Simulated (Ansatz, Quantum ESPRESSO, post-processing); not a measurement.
# Band offsets of the GaAs/ZnSe(110) superlattice, 5 + 5 layers, a = 5.63 Å, part 2 of 2

Wanted: the band alignment of the GaAs/ZnSe(110) superlattice, 5 + 5 layers, a = 5.63 Å.

Quantum ESPRESSO 7.5; plane-wave DFT, LDA, GBRV ultrasoft pseudopotentials; cross-check by Ansatz 0.2.0 with PAW datasets.

So far. Step 3 (Ground state of bulk GaAs): The run needed 9 iterations to bring the estimated error under 1e-07 Ry. Step 11 (SCF with pw.x of the superlattice): The run needed 35 iterations to bring the estimated error under 1e-07 Ry; the largest force on any atom, held or free, is 0.51 eV/Å.

## 14. Projected density of states

projwfc.x splits the states by atom and orbital; the spilling says how much the atomic basis misses.

Input file pdos.in:

```
&projwfc
  prefix = 'ab'
  outdir = './out'
  filpdos = 'pdos'
  Emin = 4.258
  Emax = 11.258
  DeltaE = 0.05
  ngauss = 0
  degauss = 0.006
/
```

Run with:

```sh
$ OMP_NUM_THREADS=1 mpirun -n 4 projwfc.x -in pdos.in > pdos.out
```

Elapsed: 8.8 s, on 4 MPI ranks of Arm Neoverse V1, shared host; peak memory 0.4 GiB; 36 s of CPU time.

Numbers from this step:

* spilling of the projection: 0.0011

The density of states has structure finer than the step of the table below, so its rows give means over 0.2 eV, whole bins alone (the curve runs from -3.00 to 3.55 eV). Peaks (eV: height): -2.80: 17.9, -2.50: 19.7, -1.95: 16.3, 1.45: 5.6, 1.80: 9.73, 2.65: 15.8.

Gaussian width 0.006 Ry; cut where the computed bands begin to run out. Density of states against energy, zero at the Fermi level; means over each step:

```
energy (eV)  density of states (states/eV a cell)
       -2.8                                  16.5
       -2.6                                  14.9
       -2.4                                  15.0
       -2.2                                  12.6
       -2.0                                  15.5
       -1.8                                  11.7
       -1.6                                  9.07
       -1.4                                  8.81
       -1.2                                  8.78
       -1.0                                  5.41
       -0.8                                  3.11
       -0.6                                  3.14
       -0.4                                  1.46
       -0.2                                 0.199
        0.0                                0.0378
        0.2                                 0.184
        0.4                               0.00562
        0.6                               0.00648
        0.8                                 0.186
        1.0                                 0.676
        1.2                                  3.30
        1.4                                  4.05
        1.6                                  3.88
        1.8                                  8.56
        2.0                                  8.27
        2.2                                  12.8
        2.4                                  12.3
        2.6                                  15.2
        2.8                                  13.8
        3.0                                  11.3
        3.2                                  9.13
        3.4                                  7.56
```

Projected DOS an atom over height of the atomic layer and energy from the Fermi level. Columns are the atomic layers from the bottom up.

Ten even steps from '0' (0.00 states/eV) to '9' (1.07 states/eV), each cell a mean:
```
2222233433
3333344444
5444556665
5666556665
6666643334
4545422122
2232211111
2121211011
0000000000
0000000000
0000000000
0000000000
0000000000
1111100000
2222200000
5343521112
6555622222
6555633433
7767756665
5545556865
6787666766
6666679897
```
Columns: height of the atomic layer (Å) from 0 to 17.9; rows upwards: energy from the Fermi level (eV) from -3.00 to 3.55.

Löwdin valence electrons by atom:

```
atom  Löwdin valence electrons (e)
 Ga1                          18.9
 As2                           5.0
 Ga3                          19.0
 As4                           5.0
 Ga5                          19.0
 As6                           5.0
 Ga7                          19.0
 As8                           5.0
 Ga9                          18.9
As10                           5.0
Zn11                          20.2
Se12                           5.9
Zn13                          20.1
Se14                           5.9
Zn15                          20.1
Se16                           5.9
Zn17                          20.1
Se18                           5.9
Zn19                          20.2
Se20                           5.9
```

The atomic orbitals miss 0.1 % of the occupied states; for empty states the projections can miss much more.

## 15. The line-up

Each edge is taken over its own crystal's mean potential and then placed on the mean potential of those layers in the superlattice:

```
crystal  valence top − mean (eV)  conduction bottom − mean (eV)  mean in the superlattice (eV)
   GaAs                   -2.492                         -2.110                          9.653
   ZnSe                    3.456                          4.560                          2.816
```

Valence offset = (3.456 + 2.816) − (-2.492 + 9.653) = -0.889 eV; conduction offset = -0.168 eV.

## 16. Cross-check with Ansatz of bulk GaAs

As a check, the same structure is run in Ansatz.

Level of this step: plane-wave DFT, LDA, Ansatz PAW (Ansatz 0.2.0).

Input file input.yaml:

```yaml
crystal:
  lattice:
    - [5.63, 0.0, 0.0]
    - [0.0, 3.9810111781, 0.0]
    - [0.0, 0.0, 3.9810111781]
  atoms:
    - { symbol: Ga, position: [0.0, 0.0, 0.0] }
    - { symbol: As, position: [0.25, 0.5, 0.0] }
    - { symbol: Ga, position: [0.5, 0.5, 0.5] }
    - { symbol: As, position: [0.75, 0.0, 0.5] }
kpoints:
  mp_grid: { grid: [6, 8, 8] }
hamiltonian:
  xc: lda
scf:
  occupations: { method: fermi_dirac, width: 0.02 }
  convergence: { dr2_threshold: 1.0e-08 }
output:
  eigenvalues: true
checkpoint:
  write: az.a.run
  compress: false
  write_wavefunctions: false
```

Run with:

```sh
$ ansatz run input.yaml --threads 4 --pin off --max-ram 16384MiB --backend cpu --events-out ev --progress --plain --runs-dir out
```

Run time: 4.6 s. Hardware: 4 threads; peak memory 0.42 GiB; 18 s of CPU time.

This step gave:

```
free energy         : -16962.5876 eV
Fermi energy        : 8.243 eV
gap by band count   : 0.3784 eV
symmetry operations : 16
```

## 17. Cross-check with Ansatz of bulk ZnSe

input.yaml, the sections that differ from step 16:

```yaml
crystal:
  lattice:
    - [5.63, 0.0, 0.0]
    - [0.0, 3.9810111781, 0.0]
    - [0.0, 0.0, 3.9810111781]
  atoms:
    - { symbol: Zn, position: [0.0, 0.0, 0.0] }
    - { symbol: Se, position: [0.25, 0.5, 0.0] }
    - { symbol: Zn, position: [0.5, 0.5, 0.5] }
    - { symbol: Se, position: [0.75, 0.0, 0.5] }
checkpoint:
  write: az.b.run
  compress: false
  write_wavefunctions: false
# kpoints, hamiltonian, scf, output: as in step 16
```

The job ended after 4.8 s (4 threads; peak memory 0.42 GiB).

This step gave:

```
free energy       : -17261.6807 eV
Fermi energy      : 7.298 eV
gap by band count : 1.112 eV
```

## 18. Offsets by Ansatz's align-bands

Level of this step: band offsets by ansatz align-bands; plane-wave DFT, LDA, Ansatz PAW (Ansatz 0.2.0).

Input file align.yaml:

```yaml
offset:
  left:
    bulk: { run: az.a.run }
    window: [1.99050558904, 5.97151676712]
    period: 3.98101117808
  right:
    bulk: { run: az.b.run }
    window: [11.94303353424, 15.92404471232]
    period: 3.98101117808
  interface: { run: relax.run, axis: 3 }
```

Run with:

```sh
$ ansatz align-bands align.yaml -- --threads 4 --pin off
```

Elapsed: 0.04 s, on 4 threads.

The program refused the input before any cycle.

The program's message: “Error: offset.left.bulk (az.a.run): the run's report holds no band edges: run a crystal with a gap at scf.occupations.method: fixed (a smearing can hide a gap that it is not narrow beside), with an em …”

## 19. Ground state of bulk ZnSe, with smearing = gaussian and degauss = 0.03

How much does a setting matter? One run is repeated with a change.

Level of this step: plane-wave DFT, LDA, GBRV ultrasoft pseudopotentials (Quantum ESPRESSO 7.5).

Input file b.w0.in:

```
&control
  prefix = 'b.w0'
  outdir = './out'
  pseudo_dir = './pseudo'
  calculation = 'scf'
  tprnfor = .true.
/
&system
  ibrav = 0
  nat = 4
  ntyp = 2
  ecutwfc = 40
  ecutrho = 200
  occupations = 'smearing'
  smearing = 'gaussian'
  degauss = 0.03
/
&electrons
  conv_thr = 1e-07
  mixing_beta = 0.5
  electron_maxstep = 120
/
ATOMIC_SPECIES
  Zn  65.3800  zn_lda_v1.uspp.F.UPF
  Se  78.9710  se_lda_v1.uspp.F.UPF
CELL_PARAMETERS angstrom
  5.63000000000000 0.00000000000000 0.00000000000000
  0.00000000000000 3.98101117808026 0.00000000000000
  0.00000000000000 0.00000000000000 3.98101117808026
ATOMIC_POSITIONS crystal
  Zn  0.000000000000 0.000000000000 0.000000000000
  Se  0.250000000000 0.500000000000 0.000000000000
  Zn  0.500000000000 0.500000000000 0.500000000000
  Se  0.750000000000 0.000000000000 0.500000000000
K_POINTS automatic
  6 8 8 0 0 0
```

Run with:

```sh
$ OMP_NUM_THREADS=1 mpirun -n 4 pw.x -nk 4 -in b.w0.in > b.w0.out
```

Run time: 22 s. Hardware: 4 MPI ranks; peak memory 0.39 GiB.

Beside the run it was changed from:

```
        quantity   this run  unchanged run  difference
free energy (eV)  -13728.83      -13728.83     -8.8e-5
   wall time (s)         22             23            
  SCF iterations          9              9
```

The free energy moves by -0.022 meV an atom.

## 20. Outcome

| Quantity | Value |
| --- | --- |
| valence top of ZnSe less that of GaAs | -0.89 eV |
| conduction bottom of ZnSe less that of GaAs | -0.17 eV |
| gap of bulk GaAs along the path | 0.38 eV |
| gap of bulk ZnSe along the path | 1.10 eV |

What this shows: The valence top of ZnSe lies 0.89 eV below that of GaAs, and its conduction bottom 0.17 eV below (LDA, GBRV ultrasoft). At this level the alignment is staggered (type II). The conduction bottom lies at Γ in GaAs and at Γ in ZnSe. The lower conduction bottom lies only 0.21 eV over the higher valence top, and the gaps of this level are too small, so the type of the line-up may change with better gaps. The atoms are held on ideal sites, so the interface is not relaxed. The thickness of the layers was not varied. Both crystals are held cubic at a = 5.63 Å, a typed value between or near their lattice constants, which no run here tested; a real film grown on one of them would be clamped in the plane and relax along the normal. Semilocal gaps are too small and can put the valleys in the wrong order, which spoils the conduction offset more than the valence offset. Spin-orbit coupling is left out; depending on the atoms that carry the levels of interest, it can split and shift them by tens to hundreds of meV.

Computed beside measured:

```
                                                  quantity  measured  LDA, GBRV ultrasoft
valence-band offset (size of the offset at GaAs/ZnSe) (eV)      0.98      0.89 (-0.09 eV)
```

Measured values from arxiv:2401.02021 (2024).

How well it matches: The valence-band offset is off by -0.09 eV: good agreement. The grades are ours: good and fair within 20 and 40 % for the valence-band offset. Zero-point motion and thermal motion are not in the computed valence-band offset.

[Logs are printed without paths, hosts, clocks, repeated set-up lines and the standing remarks that a program may print on its own settings, such as how far it seeks lower states.]

[Hosts, paths, dates, database ids (printed as entryN), source tags and the programs' standing remarks are cut or masked in the printed files.]

[Maps of the electrostatic potential energy from Ansatz leave out the sawtooth potential of an applied field or a dipole correction, so their vacuum need not be flat; planar profiles and work functions include it.]
